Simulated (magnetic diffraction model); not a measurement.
# YMn4In8 below its ordering temperature

Space group I4/mmm (no. 139), a = 9.7110 Å, c = 5.7330 Å.

```
site  atom       x    y    z
  8j    In  0.7265  1/2    0
  8i    In  0.1575  1/2  1/2
  2a     Y       0    0    0
  8f    Mn     3/4  3/4  1/4
```

This is a made-up structure (elements placed in a structure type, unrelaxed), so the numbers test the method and describe no known phase.

Only Mn is taken to order (form factors of Mn2+); orders and moment sizes are assumed, and not adapted to the symmetry. Radiation: neutrons of λ = 2.52 Å, 1.5° to 90°; isotropic B of 0.33 Å² (In), 0.32 Å² (Y) and 0.48 Å² (Mn). Simulated constant-wavelength pattern: nuclear and magnetic terms add, the magnetic one as |2.695 fm × Σ f S⊥ exp(2πi Q·r) exp(−B s²)|², summed over all Q at one angle with the factor 1/(sin²θ cos θ). For a modulated order the moment at position r is S exp(−2πi k·r) + c.c., with S = m/2 for a sine wave of amplitude m and S = m(u + iv)/2 for moments turning in a plane, u and v being orthogonal unit vectors in it; the phase factor of the sum at Q = H + k is then exp(2πi H·r). Free-ion form factors, Sears's scattering lengths of 1992, no absorption; a label names one of the reflections at its angle. The strongest nuclear line in the range is 100, and lines under 0.2 are left out.

Above the ordering temperature:

```csv
2θ (°),index,I
21.15,(1 1 0),0.4
29.57,(1 0 1),1.2
30.08,(2 0 0),100.0
42.69,(2 1 1),11.9
43.06,(2 2 0),56.2
48.45,(3 1 0),8.7
52.15,(0 0 2),72.2
53.10,(3 0 1),34.1
61.39,(2 0 2),0.2
62.25,(3 2 1),81.0
62.53,(4 0 0),3.8
66.80,(3 3 0),9.1
70.67,(4 1 1),12.4
70.94,(4 2 0),9.6
73.93,(3 1 2),9.1
82.84,(5 1 0),3.2
84.44,(1 0 3),0.2
85.71,(4 0 2),75.5
86.47,(4 3 1),4.5
89.57,(3 3 2),12.8
```

Below it (cell unchanged):

```tsv
2θ (°)	I
19.13	11.3
21.15	0.4
23.39	7.3
29.57	1.2
30.08	100.0
42.69	11.9
43.06	56.2
45.38	1.5
47.51	1.3
48.45	8.7
49.57	1.1
51.57	1.0
52.15	72.2
53.10	34.1
56.06	3.0
57.90	2.7
61.39	0.2
62.25	81.0
62.53	3.8
64.34	0.5
66.80	9.1
69.38	0.4
70.67	12.4
70.94	9.6
71.58	1.2
73.20	1.1
73.93	9.1
74.81	1.0
76.40	0.9
79.01	0.3
82.14	0.2
82.84	3.2
83.70	0.2
84.44	0.2
85.71	75.5
86.47	4.5
```
(The table stops after 36 lines; 3 more lie at higher angle.)

**Question.** Check that the new lines index with k = (0 1/5 0), then choose among these models:
A. a sine wave with moments along [100] (amplitudes given), 1.18 μB on Mn; signs + at (3/4, 3/4, 1/4), − at (1/4, 3/4, 1/4), − at (1/4, 3/4, 3/4), + at (3/4, 3/4, 3/4)
B. moments turning in the plane of [010] and [001], 1.18 μB on Mn; signs + at (3/4, 3/4, 1/4), − at (1/4, 3/4, 1/4), − at (1/4, 3/4, 3/4), + at (3/4, 3/4, 3/4)
C. moments turning in the plane of [010] and [100], 1.18 μB on Mn; signs + at (3/4, 3/4, 1/4), − at (1/4, 3/4, 1/4), − at (1/4, 3/4, 3/4), + at (3/4, 3/4, 3/4)
D. moments turning in the plane of [001] and [100], 1.18 μB on Mn; signs + at (3/4, 3/4, 1/4), − at (1/4, 3/4, 1/4), − at (1/4, 3/4, 3/4), + at (3/4, 3/4, 3/4)

The new lines index as (1 4/5 0) at 19.13°, (1 6/5 0) at 23.39°, (1 14/5 0) at 45.38° and (3 4/5 0) at 47.51°, that is as H ± k with k = (0 1/5 0), one of 2 inequivalent arms of its star (k and −k counted as one), which a powder can't tell apart. Satellites come in pairs about each point of the reciprocal lattice.

Magnetic intensity, observed (below minus above) and for each model:

| 2θ (°) | index | observed | A | B | C | D |
| --- | --- | --- | --- | --- | --- | --- |
| 19.13 | (1 4/5 0) | 11.3 | 4.4 | 18.2 | 11.3 | 15.7 |
| 23.39 | (1 6/5 0) | 7.3 | 4.3 | 10.3 | 7.3 | 11.6 |
| 45.38 | (1 14/5 0) | 1.5 | 1.3 | 1.6 | 1.5 | 2.8 |
| 47.51 | (3 4/5 0) | 1.3 | <0.2 | 2.5 | 1.3 | 1.4 |
| 49.57 | (3 6/5 0) | 1.1 | <0.2 | 2.1 | 1.1 | 1.3 |
| 51.57 | (1 16/5 0) | 1.0 | 0.9 | 1.1 | 1.0 | 2.0 |
| 56.06 | (1 4/5 2) | 3.0 | 1.5 | 1.8 | 3.0 | 1.7 |
| 57.90 | (1 6/5 2) | 2.7 | 1.4 | 1.6 | 2.7 | 1.6 |

Model C matches.

The structure used: k = (0 1/5 0), moments turning in the plane of [010] and [100], 1.18 μB on Mn; signs + at (3/4, 3/4, 1/4), − at (1/4, 3/4, 1/4), − at (1/4, 3/4, 3/4), + at (3/4, 3/4, 3/4).

[Logs are printed without paths, hosts, clocks, repeated set-up lines and the standing remarks that a program may print on its own settings, such as how far it seeks lower states.]
